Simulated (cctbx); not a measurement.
# Which space group?

Cell: a = 6.4260 Å, b = 4.8060 Å, c = 8.7900 Å, α = 90.00°, β = 90.00°, γ = 90.00°. Expected content of the cell: In4 Cd8.

The data are simulated with cctbx, not measured: Cu Kα, λ = 1.54184 Å, to d = 0.8 Å, 95 % of the full sphere, strongest reflection 40000 counts, noise from counting, a 3 % proportional error and a noise floor of 2 counts (s.d.); no absorption.

Tests on the unmerged data give:

```text
2074 reflections to d = 0.801 A
centring   violations  <I/sigma> of those
    A        799 of  1031     14.2
    B        841 of  1044     15.1
    C        892 of  1065     15.7
    I        811 of  1030     14.9
    R       1150 of  1387     15.7
    F       1266 of  1570     15.0
Laue class    unique    Rint  (classes that these axes allow; Friedel mates merged)
P -1             1090   0.022
P 1 2/m 1         617   0.025
P 1 1 2/m         588   0.027
P 2/m 1 1         602   0.026
P m m m           357   0.028
space group    extra absences  I>4sigma  <I/sigma>
P 2 2 2                 0          0         -  acentric
P 2 2 21                9          0      -0.0  acentric
P 21 2 2                7          0      -0.3  acentric
P 2 21 2                6          0      -0.6  acentric
P 21 21 2              13          0      -0.4  acentric
P 2 21 21              15          0      -0.3  acentric
P 21 2 21              16          0      -0.2  acentric
P 21 21 21             22          0      -0.3  acentric
P m m 2                 0          0         -  acentric
P 2 m m                 0          0         -  acentric
P m 2 m                 0          0         -  acentric
P 21 m a               68          0       0.1  acentric
P m 2 a                68          0       0.1  acentric
P n m 21               92          0      -0.1  acentric
P n 21 m               92          0      -0.1  acentric
P n 21 a              160          0      -0.0  acentric
P m m m                 0          0         -  centric
P m m a                68          0       0.1  centric
P n m m :1             92          0      -0.1  centric
P n m m :2             92          0      -0.1  centric
P n m a               160          0      -0.0  centric
Wilson B = 1.41 A^2   <|E^2-1|> = 0.842 (0.968 centric, 0.736 acentric)   E^2>4: 0.9 %
shell (A)         n   <I/sigma>
 8.79 - 1.60     55     31.7
 1.60 - 1.27     49     41.8
 1.27 - 1.11     45     28.8
 1.11 - 1.01     41     42.2
 1.01 - 0.94     48     33.5
 0.94 - 0.88     40     38.6
 0.88 - 0.84     42     24.6
 0.84 - 0.80     37     30.8
```

**Question.** What are the lattice type, the Laue class and the likely space group?

Every centring test has many violations, so the lattice is primitive.

Rint stays low (0.022 to 0.028) up to P m m m, the highest class in these axes.

21 settings pass the absence test. The most absences obeyed, 160, belong to P n 21 a and P n m a, which absences can't tell apart.

⟨|E²−1|⟩ = 0.842 lies between the two ideal values. The Wilson B of 1.41 Å² means U ≈ 0.0179 Å².

The true group is Pnma (no. 62), Laue class mmm, centrosymmetric. The tables only narrow the choice to the tied entries; cell content, site symmetry and trial solutions must settle it.

The model is made up (kin elements in a known structure type, no relaxation), so it says nothing on whether the phase exists.

[Logs are printed without paths, hosts, clocks, repeated set-up lines and the standing remarks that a program may print on its own settings, such as how far it seeks lower states.]
